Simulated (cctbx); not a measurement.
# Accept or mend?

Cell a = 8.2920 Å, b = 4.9090 Å, c = 8.9690 Å, α = 90.00°, β = 90.00°, γ = 90.00°; space group Pnma (no. 62). The compound is KCuSn.

Simulated single-crystal data (cctbx): Cu Kα, λ = 1.54184 Å, to d = 0.83 Å, 50 % of the full sphere, strongest reflection 5000 counts, noise from counting, a 3 % proportional error and a noise floor of 15 counts (s.d.); no absorption.

An anisotropic refinement with weights 1/σ² prints:

```text
Rint 0.069, 362 unique reflections to 0.83 A
cycle     R1     wR2    GooF  max shift (A)
   1  0.0508  0.0989   1.732   0.00178
   2  0.0340  0.0695   1.217   0.00000
final R1 0.0340 wR2 0.0695 GooF 1.217  parameters 18  data/parameter 20.1
atom        x        y        z      Ueq    occ   su(xyz)  su(Uiso or U11)
Sn1    0.16259  0.75000  0.44411   0.0084  1.000  0.00012  0.0004
Ni1    0.29001  0.75000  0.13655   0.0014  1.000  0.00026  0.0011
K1     0.01277  0.75000  0.84054   0.0135  1.000  0.00038  0.0016
difference map: max 2.72 min -2.29 rms 0.54
Q1    0.2280  0.2500  0.5811    4    2.74  0.52 A from Ni1
Q2    0.2425  0.2500  0.1003    4    2.07  1.61 A from Sn1
Q3    0.1179  0.2500  0.6435    4    1.95  0.77 A from Ni1
Q4    0.2067  0.0952  0.6499    8    1.84  0.77 A from Ni1
Q5    0.0257  0.7500  0.7230    4    1.81  1.06 A from K1
Q6    0.2424  0.2500  0.6948    4    1.69  0.59 A from Ni1
```

**Question.** Can this result stand? If not, what is the likely fault?

Mend it. The fault: wrong element: Ni1 is Cu. Against the right model at the same level, R1 goes from 0.0290 to 0.0340 and GooF from 0.98 to 1.22 and U of Ni1 shrinks from 0.0099 to 0.0014 Å². Ni1 has 1 electron too few and its U shrinks to make up, as expected (near an absorption edge f′ can widen the mismatch well beyond the difference in Z).

The compound is KCuSn. The right model at the same level gives:

```text
Rint 0.069, 362 unique reflections to 0.83 A
cycle     R1     wR2    GooF  max shift (A)
   1  0.0295  0.0563   0.987   0.00100
   2  0.0290  0.0557   0.976   0.00000
final R1 0.0290 wR2 0.0557 GooF 0.976  parameters 18  data/parameter 20.1
atom        x        y        z      Ueq    occ   su(xyz)  su(Uiso or U11)
Sn1    0.16252  0.75000  0.44409   0.0074  1.000  0.00010  0.0003
Cu1    0.28985  0.75000  0.13654   0.0099  1.000  0.00021  0.0009
K1     0.01269  0.75000  0.84066   0.0123  1.000  0.00031  0.0013
difference map: max 1.92 min -2.49 rms 0.50
Q1    0.2474  0.2500  0.1026    4    2.01  1.61 A from Sn1
Q2    0.0959  0.2500  0.6454    4    1.74  0.95 A from Cu1
Q3    0.0285  0.7500  0.7207    4    1.73  1.08 A from K1
Q4    0.2147  0.2500  0.5685    4    1.61  0.61 A from Cu1
Q5    0.2134  0.0571  0.6501    8    1.59  0.96 A from Cu1
Q6    0.2501  0.0816  0.7941    8    1.58  1.67 A from Cu1
```

Isotropic U is held between 0.0001 and 1 Å² by the program, and listed peak heights are interpolated, so they can pass the grid's maximum.

This is a model crystal, built by substitution and not relaxed, with assumed displacement parameters.

[Middle refinement cycles are left out of these outputs.]

[Logs are printed without paths, hosts, clocks, repeated set-up lines and the standing remarks that a program may print on its own settings, such as how far it seeks lower states.]
